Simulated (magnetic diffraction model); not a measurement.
## Solving a magnetic structure from powder neutron data: Cr3CdB6

Space group Amm2 (no. 38), a = 3.0980 Å, b = 3.1510 Å, c = 18.6520 Å.

```
site  atom    x    y       z
  2a    Cd    0  1/2  0.2980
  2b    Cr  1/2  1/2  0.4280
  2a    Cr    0    0  0.0717
  2b    Cr  1/2    0  0.2015
  2b     B  1/2  1/2  0.1233
  2a     B    0    0  0.3789
  2b     B  1/2    0  0.3253
  2a     B    0  1/2  0.1741
  2b     B  1/2  1/2  0.0251
  2a     B    0    0  0.4750
```

This is a made-up structure (elements placed in a structure type, unrelaxed), so the numbers test the method and describe no known phase.

Only Cr is taken to order (form factors of Cr2+); orders and moment sizes are assumed, and not adapted to the symmetry. Radiation: neutrons of λ = 1.594 Å (absorption by B and Cd left out), 8° to 45°; isotropic B of 0.17 Å² (Cd), 0.24 Å² (Cr) and 0.33 Å² (B). Simulated constant-wavelength pattern: nuclear and magnetic terms add, the magnetic one as |2.695 fm × Σ f S⊥ exp(2πi Q·r) exp(−B s²)|², summed over all Q at one angle with the factor 1/(sin²θ cos θ). For collinear order S is the moment m, which repeats by lattice and centring translations R with the sign exp(−2πi k·R). Free-ion form factors, Sears's scattering lengths of 1992, no absorption; a label names one of the reflections at its angle. The strongest nuclear line in the range is 100, and lines under 0.2 are left out.

Above the ordering temperature:

```tsv
2θ (°)	index	I
9.80	(0 0 2)	8.4
19.68	(0 0 4)	10.3
29.71	(0 0 6)	30.3
29.73	(0 1 1)	100.0
29.82	(1 0 0)	0.4
31.46	(1 0 2)	9.3
32.95	(0 1 3)	4.1
35.98	(1 0 4)	1.4
38.67	(0 1 5)	2.5
39.98	(0 0 8)	9.0
42.61	(1 1 1)	15.3
```

Below it (cell unchanged):

```tsv
2θ (°)	I
9.80	8.4
14.74	67.2
16.30	151.6
19.06	87.7
19.68	10.3
22.59	15.6
26.61	19.3
29.71	30.3
29.73	100.0
29.82	0.4
30.96	22.0
31.46	9.3
32.95	4.1
33.41	2.8
34.16	8.1
35.54	6.7
35.63	6.9
35.98	1.4
37.73	2.0
38.67	2.5
39.98	9.0
40.31	2.9
40.39	6.3
42.61	15.3
43.52	10.0
44.67	2.5
```

**Question.** Check that the new lines index with k = (0 1/2 1/2), then choose among these models:
A. collinear moments along [100], 2.48 μB on Cr; signs + at (1/2, 1/2, 0.4280), + at (0, 0, 0.0717), + at (1/2, 0, 0.2015)
B. collinear moments along [110], 2.48 μB on Cr; signs + at (1/2, 1/2, 0.4280), + at (0, 0, 0.0717), − at (1/2, 0, 0.2015)
C. collinear moments along [100], 2.48 μB on Cr; signs + at (1/2, 1/2, 0.4280), + at (0, 0, 0.0717), − at (1/2, 0, 0.2015)
D. collinear moments along [110], 2.48 μB on Cr; signs + at (1/2, 1/2, 0.4280), + at (0, 0, 0.0717), + at (1/2, 0, 0.2015)

The new lines index as (0 1/2 1/2) at 14.74°, (0 1/2 -3/2) at 16.30°, (0 1/2 5/2) at 19.06° and (0 1/2 -7/2) at 22.59°, that is as H ± k with k = (0 1/2 1/2), one of 2 inequivalent arms of its star (k and −k counted as one), which a powder can't tell apart. Half indices mean that the moments reverse under translations with k·R a half-integer, and the magnetic cell has twice the primitive volume.

Magnetic intensity, observed (below minus above) and for each model:

| 2θ (°) | index | observed | A | B | C | D |
| --- | --- | --- | --- | --- | --- | --- |
| 14.74 | (0 1/2 1/2) | 67.2 | 67.2 | 13.2 | 26.0 | 34.0 |
| 16.30 | (0 1/2 -3/2) | 151.6 | 151.6 | 3.6 | 6.1 | 90.3 |
| 19.06 | (0 1/2 5/2) | 87.7 | 87.7 | 64.5 | 91.6 | 61.7 |
| 22.59 | (0 1/2 -7/2) | 15.6 | 15.6 | 94.5 | 120.0 | 12.3 |
| 26.61 | (0 1/2 9/2) | 19.3 | 19.3 | 45.0 | 53.1 | 16.3 |
| 30.96 | (0 1/2 -11/2) | 22.0 | 22.0 | 4.6 | 5.2 | 19.5 |
| 33.41 | (1 1/2 1/2) | 2.8 | 2.8 | 34.2 | 13.4 | 7.1 |
| 34.16 | (1 1/2 -3/2) | 8.1 | 8.1 | 10.1 | 4.4 | 18.5 |

Model A matches.

The structure used: k = (0 1/2 1/2), collinear moments along [100], 2.48 μB on Cr; signs + at (1/2, 1/2, 0.4280), + at (0, 0, 0.0717), + at (1/2, 0, 0.2015).

[Logs are printed without paths, hosts, clocks, repeated set-up lines and the standing remarks that a program may print on its own settings, such as how far it seeks lower states.]
